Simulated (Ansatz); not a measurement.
## Li on Mo(110): change of the work function: cost of one run

Ansatz 0.2.0; plane-wave DFT, PBE, Ansatz PAW. The cell holds 18 atoms.

File input.yaml:

```yaml
crystal:
  lattice:
    - [4.4547727214, -3.15, 0.0]
    - [4.4547727214, 3.15, 0.0]
    - [0.0, 0.0, 27.1015886411]
  atoms:
    - { symbol: Mo, position: [0.0, 0.0, 0.3320838538] }
    - { symbol: Mo, position: [0.25, 0.25, 0.4142704145] }
    - { symbol: Mo, position: [0.0, 0.0, 0.4972773475] }
[... 9 atom lines left out ...]
    - { symbol: Mo, position: [0.5, 0.5, 0.3320838538] }
    - { symbol: Mo, position: [0.75, 0.75, 0.4142704145] }
    - { symbol: Mo, position: [0.5, 0.5, 0.4972773475] }
    - { symbol: Mo, position: [0.75, 0.75, 0.5764664966] }
    - { symbol: Li, position: [0.42, 0.42, 0.6679161462] }
    - { symbol: Li, position: [0.92, 0.42, 0.6679161462] }
kpoints:
  mp_grid: { grid: [6, 6, 1] }
hamiltonian:
  xc: pbe
scf:
  occupations: { method: fermi_dirac, width: 0.1 }
  convergence: { dr2_threshold: 1.0e-08 }
efield:
  axis: 3
  dipole_correction: true
  ramp_position: 0.97
  ramp_width: 0.06
relax:
  f_tol: 0.02
  max_steps: 60
  constraints: [{ sites: [0, 1, 4, 5, 8, 9, 12, 13] }]
output:
  dos: { projected: true, e_range: [-8, 4] }
  write_potential: true
  write_density: true
  volumetric_format: npy
  elf: true
```

Started as:

```bash
$ ansatz run input.yaml --threads 4 --pin off --max-ram 16384MiB --backend cpu --events-out ev --progress --plain --runs-dir out
```

The cutoff in use is 420 eV. For reference, a run of the same kind (17 atoms, 13 k-points, 137 bands and 14,839 plane waves; 55 SCF cycles) took 5.2 min and 2.9 GiB on the same hardware.

**Question.** How long does this run take on 4 threads of Arm Neoverse V1, shared host, and how much memory does it need?

A cutoff of 420 eV is a sphere of radius 10.5 Å⁻¹, so a cell of 761 Å³ holds about V·G³/6π² = 14,865 plane waves. At two electrons a band, the 230 electrons need 115 bands, and 23 more are carried. Symmetry cuts the 6×6×1 mesh from 36 to 20 points. The run has 20 k-points, 138 bands and 14,839 plane waves. Taking the work of a cycle as k-points × spins × bands × plane waves, that is 1.5 times the reference, or 8 min at the reference's 55 cycles. The run needed 68 SCF cycles over 7 ionic steps, which makes it about 9.9 min. One copy of the wavefunctions takes 0.61 GiB at 16 bytes a coefficient, against 0.39 GiB in the reference; grids, projectors and work arrays come on top. Measured: about 9.2 min, with a peak of 3.4 GiB. The estimate holds within 25 %.

[Logs are printed without paths, hosts, clocks, repeated set-up lines and the standing remarks that a program may print on its own settings, such as how far it seeks lower states.]

[Hosts, paths, dates, database ids (printed as entryN), source tags and the programs' standing remarks are cut or masked in the printed files.]

[Maps of the electrostatic potential energy from Ansatz leave out the sawtooth potential of an applied field or a dipole correction, so their vacuum need not be flat; planar profiles and work functions include it.]
